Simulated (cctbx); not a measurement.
## Occupancies in Tb6CuAu7

Cell a = 13.3500 Å, b = 13.3500 Å, c = 5.9680 Å, α = 90.00°, β = 90.00°, γ = 120.00°; space group R-3 (no. 148); nominal formula Tb6CuAu7.

Simulated single-crystal data (cctbx): Mo Kα, λ = 0.71073 Å, to d = 0.8 Å, 50 % of the full sphere, strongest reflection 20000 counts, noise from counting, a 4 % proportional error and a noise floor of 2 counts (s.d.); no absorption.

With every site full:

```text
Rint 0.033, 407 unique reflections to 0.80 A
cycle     R1     wR2    GooF  max shift (A)
   1  0.1102  0.2477   6.457   0.00090
   2  0.0193  0.0528   1.378   0.00000
final R1 0.0193 wR2 0.0528 GooF 1.378  parameters 22  data/parameter 18.5
atom        x        y        z      Ueq    occ   su(xyz)  su(Uiso or U11)
Au1    0.00000  0.00000  0.00000   0.0106  1.000  0.00000  0.0003
Au2    0.87902  0.60708  0.04816   0.0051  1.000  0.00007  0.0002
Tb2    0.11903  0.62185  0.90716   0.0049  1.000  0.00008  0.0003
Cu1    0.00000  0.00000  0.50000   0.0105  1.000  0.00000  0.0010
difference map: max 1.85 min -4.62 rms 0.51
Q1    0.0132  0.8328  0.2976   18    1.85  0.56 A from Tb2
Q2    0.0069  0.0707  0.1103   18    1.64  1.12 A from Au1
Q3    0.0813  0.5224  0.5820   18    1.38  1.75 A from Au2
Q4    0.0817  0.4824  0.9827   18    1.27  1.54 A from Au2
Q5    0.0421  0.4493  0.5057   18    1.13  1.36 A from Au2
Q6    0.0495  0.1717  0.6608   18    1.11  1.38 A from Tb2
```

With the occupancies of the suspect sites free, each still typed as its main element:

```text
Rint 0.033, 407 unique reflections to 0.80 A
cycle     R1     wR2    GooF  max shift (A)
   1  0.0604  0.1416   3.701   0.00007
  20  0.0151  0.0366   0.957   0.00000
final R1 0.0151 wR2 0.0366 GooF 0.956  parameters 24  data/parameter 17.0
atom        x        y        z      Ueq    occ   su(xyz)  su(Uiso or U11)
Au1    0.00000  0.00000  0.00000   0.0068  0.926  0.00000  0.0003
Au2    0.87902  0.60708  0.04818   0.0051  1.000  0.00005  0.0002
Tb2    0.11903  0.62185  0.90719   0.0058  1.016  0.00006  0.0002
Cu1    0.00000  0.00000  0.50000   0.0106  1.000  0.00000  0.0007
su of occupancy Au1: 0.005
su of occupancy Tb2: 0.003
difference map: max 1.30 min -1.27 rms 0.41
Q1    0.0788  0.5233  0.5765   18    1.40  1.70 A from Au2
Q2    0.0532  0.8790  0.3909   18    1.27  1.08 A from Tb2
Q3    0.0039  0.1770  0.6881   18    1.26  0.74 A from Tb2
Q4    0.0076  0.0688  0.1030   18    1.22  1.07 A from Au1
Q5    0.0697  0.4794  0.0080   18    1.16  1.64 A from Au2
Q6    0.0017  0.3132  0.3238   18    1.07  1.20 A from Au2
```

**Question.** What is the disorder?

X-rays count electrons. Au1 refines to 0.926(0.005), or 73.2 electrons; the site truly holds 0.6 Au and 0.4 Tb, 73.4 electrons, which is 0.929 of Au; Tb2 refines to 1.016(0.003), or 66.0 electrons; the site truly holds 0.9333 Tb and 0.0667 Au, 65.9 electrons, which is 1.014 of Tb. A value under 1 can't tell vacancies from a lighter guest, and one over 1 needs a heavier guest; chemistry or a second radiation must settle which. Occupancy correlates with U and the scale, and the two elements' form factors differ in shape, so the match is approximate.

Freeing them takes R1 from 0.0193 to 0.0151 and GooF from 1.38 to 0.96.

The model was made for the exercise: a known structure type with other elements put in, its volume estimated, not relaxed; displacement parameters are assumed.

[Middle refinement cycles are left out of these outputs.]

[Logs are printed without paths, hosts, clocks, repeated set-up lines and the standing remarks that a program may print on its own settings, such as how far it seeks lower states.]
